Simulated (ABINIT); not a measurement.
# SiC (F-43m): G0W0 in ABINIT against the exchange cutoff

Wanted: the cheapest exchange cutoff that holds the gap of SiC (F-43m).

Program: ABINIT 10.8.3. Level of theory: PBE and many-body steps on it, plane waves. Results are calculated unless marked as measured.

This is a report of a sequence of runs, with most program output left out.

### 1. Starting point

The structure is cubic, space group F-43m (No. 216). The conventional cell has a = 4.358 Å, b = 4.358 Å, c = 4.358 Å, α = 90.00°, β = 90.00°, γ = 90.00°. Si has 4 C at 1.89 Å nearest. C has 4 Si at 1.89 Å nearest. Farther neighbours are not listed.

The cell and positions come from the Crystallography Open Database and are kept as given unless a step says otherwise.

### 2. Screening, 6×6×6 mesh, 99 bands, screening to 261.2 eV

This step: ABINIT 10.8.3; RPA screening on PBE, plane waves, norm-conserving pseudopotentials.

The RPA dielectric matrix is built and inverted for each q.

The input, run.abi:

```
acell 3*1.0 Angstrom
rprim 
  -0.000000000000 2.179000000000 2.179000000000
  2.179000000000 0.000000000000 2.179000000000
  2.179000000000 2.179000000000 -0.000000000000
ntypat 2
znucl 14 6
natom 2
typat 1 2
xred 
  0.000000000000 0.000000000000 0.000000000000
  0.250000000000 0.250000000000 0.250000000000
pp_dirpath "pseudos"
pseudos "Si.upf, C.upf"
ecut 37
ngkpt 6 6 6
nshiftk 1
shiftk 0 0 0
kptopt 1
chksymbreak 0
istwfk *1
occopt 1
irdwfk 1
optdriver 3
nband 99
ecuteps 9.6
inclvkb 2
awtr 1
symchi 1
indata_prefix "in"
outdata_prefix "out"
tmpdata_prefix "tmp"
```

Started as:

```
OMP_NUM_THREADS=1 mpirun -n 4 abinit run.abi > log
```

Elapsed: 57 s, on 4 MPI ranks of Intel Xeon 6975P-C (Granite Rapids), shared host; peak memory 0.78 GiB; 3.8 min of CPU time.

This step gave:

```
ε∞ with local fields, on this mesh, along the program's q direction : 7.082
the same without local fields                                       : 7.743
plasma frequency                                                    : 23.09 eV
plane waves in the screening matrix                                 : 181
```

Local fields lower ε∞ by 9 %.

### 3. 3.7 Ha

This step: G0W0 on PBE, plane waves, norm-conserving pseudopotentials.

run.abi: that of step 2 with these lines changed.

```diff
@@ -23,8 +23,17 @@
 irdwfk 1
-optdriver 3
+optdriver 4
 nband 99
+gwcalctyp 0
+ecutsigx 3.7
+symsigma 1
+nkptgw 2
+kptgw 
+  0.0000000000 0.0000000000 0.0000000000
+  0.5000000000 0.5000000000 0.0000000000
+bdgw 
+  2 8
+  3 6
 ecuteps 9.6
-inclvkb 2
-awtr 1
-symchi 1
+irdscr 1
+ppmodel 1
 indata_prefix "in"
```

The job ended after 5.4 s (4 MPI ranks; peak memory 0.5 GiB; 21 s of CPU time).

Numbers from this step:

```yaml
g0w0_gap_on_the_points_computed: 1.766 eV
starting_gap_on_the_mesh: 1.361 eV
k_of_the_valence_top: 0, 0, 0
k_of_the_conduction_bottom: 0.5, 0.5, 0
z_at_the_valence_top: 0.795
z_at_the_conduction_bottom: 0.821
least_direct_g0w0_gap_on_the_computed_points: 5.411 eV
```

### 4. 7.4 Ha

run.abi: that of step 3 with these lines changed.

```diff
@@ -26,3 +26,3 @@
 gwcalctyp 0
-ecutsigx 3.7
+ecutsigx 7.4
 symsigma 1
```

Elapsed: 9.4 s, on 4 MPI ranks; peak memory 0.77 GiB; 36 s of CPU time.

This step gave:

```
G0W0 gap on the points computed              : 2.006 eV
starting gap on the mesh                     : 1.361 eV
k of the valence top                         : 0, 0, 0
k of the conduction bottom                   : 0.5, 0.5, 0
Z at the valence top                         : 0.793
Z at the conduction bottom                   : 0.82
least direct G0W0 gap on the computed points : 5.542 eV
```

### 5. 14.8 Ha

The self-energy is evaluated for the states that the input lists, and the levels follow from it, in one-shot runs by the linearised quasiparticle equation.

run.abi: that of step 4 with these lines changed.

```diff
@@ -26,3 +26,3 @@
 gwcalctyp 0
-ecutsigx 7.4
+ecutsigx 14.8
 symsigma 1
```

Wall time 14 s (4 MPI ranks); peak memory 0.82 GiB; 53 s of CPU time.

Numbers from this step:

- G0W0 gap on the points computed: 2.074 eV
- starting gap on the mesh: 1.361 eV
- k of the valence top: 0, 0, 0
- k of the conduction bottom: 0.5, 0.5, 0
- least direct G0W0 gap on the computed points: 5.579 eV

The gap on the mesh goes from 1.36 eV to 2.07 eV, a correction of +0.71 eV.

### 6. 25.9 Ha

run.abi: that of step 5 with these lines changed.

```diff
@@ -26,3 +26,3 @@
 gwcalctyp 0
-ecutsigx 14.8
+ecutsigx 25.9
 symsigma 1
```

Elapsed: 14 s, on 4 MPI ranks; peak memory 0.82 GiB; 54 s of CPU time.

Numbers from this step:

```yaml
g0w0_gap_on_the_points_computed: 2.087 eV
starting_gap_on_the_mesh: 1.361 eV
k_of_the_valence_top: 0, 0, 0
k_of_the_conduction_bottom: 0.5, 0.5, 0
least_direct_g0w0_gap_on_the_computed_points: 5.587 eV
```

Against the run before, the gap moves by +0.013 eV.

### 7. 37 Ha

run.abi: that of step 6 with these lines changed.

```diff
@@ -26,3 +26,3 @@
 gwcalctyp 0
-ecutsigx 25.9
+ecutsigx 37
 symsigma 1
```

Elapsed: 14 s, on 4 MPI ranks; peak memory 0.83 GiB.

This step gave:

```yaml
g0w0_gap_on_the_points_computed: 2.088 eV
starting_gap_on_the_mesh: 1.361 eV
k_of_the_valence_top: 0, 0, 0
k_of_the_conduction_bottom: 0.5, 0.5, 0
least_direct_g0w0_gap_on_the_computed_points: 5.587 eV
```

Against the run before, the gap moves by +0.001 eV.

### 8. Side by side

Times are wall times on 4 MPI ranks of Intel Xeon 6975P-C (Granite Rapids), shared host, good to a factor of about two. A run's time includes the screening step that it read.

```csv
run,mesh,bands,screening cutoff (eV),DFT gap (eV),gap on the mesh (eV),direct (eV),ε∞ used,time
3.7 Ha,6×6×6,99,261.2,1.361,1.766,5.411,7.08,62 s
7.4 Ha,6×6×6,99,261.2,1.361,2.006,5.542,7.08,66 s
14.8 Ha,6×6×6,99,261.2,1.361,2.074,5.579,7.08,70 s
25.9 Ha,6×6×6,99,261.2,1.361,2.087,5.587,7.08,70 s
37 Ha,6×6×6,99,261.2,1.361,2.088,5.587,7.08,70 s
```

### 9. Results

| Quantity | Value |
| --- | --- |
| 3.7 Ha | 1.766 eV |
| 7.4 Ha | 2.006 eV |
| 14.8 Ha | 2.074 eV |
| 25.9 Ha | 2.087 eV |
| 37 Ha | 2.088 eV |
| known limits | not at the basis limit |

The setting moved: exchange cutoff. From 3.7 Ha to 37 Ha the gap moves by +0.32 eV. It holds to 0.03 eV from 14.8 Ha on. Bands and screening cutoff are coupled, so a series along one setting does not show full convergence. Below the screening cutoff the correlation part is cut too. Bands and cutoff are finite, so the gap is not at the basis limit. The miss can reach some tenths of an eV and take either sign; the mesh is an error of its own. In the G0W0 runs levels were corrected at 2 k points alone, so a gap called «on the mesh» is the least over those, and an edge elsewhere would be missed.

[Paths, hosts, dates, memory and timing lines, banners, echoed tables and standing remarks are left out of the program output.]

[Logs are printed without paths, hosts, clocks, repeated set-up lines and the standing remarks that a program may print on its own settings, such as how far it seeks lower states.]

[Runs of the session that timed out or met a known fault of the program may be left out.]

[Hosts, paths, dates, database ids (printed as entryN), source tags and the programs' standing remarks are cut or masked in the printed files.]

[G0W0 gaps are taken among the corrected bands and points alone; a level outside them can change the order at an edge.]

[Where Ansatz stands beside ABINIT at settings called matched, ABINIT's density can come from a denser mesh and the files from another edition; pairs whose starting gaps differed by over 0.03 eV were left out, so agreement reads better than it is.]
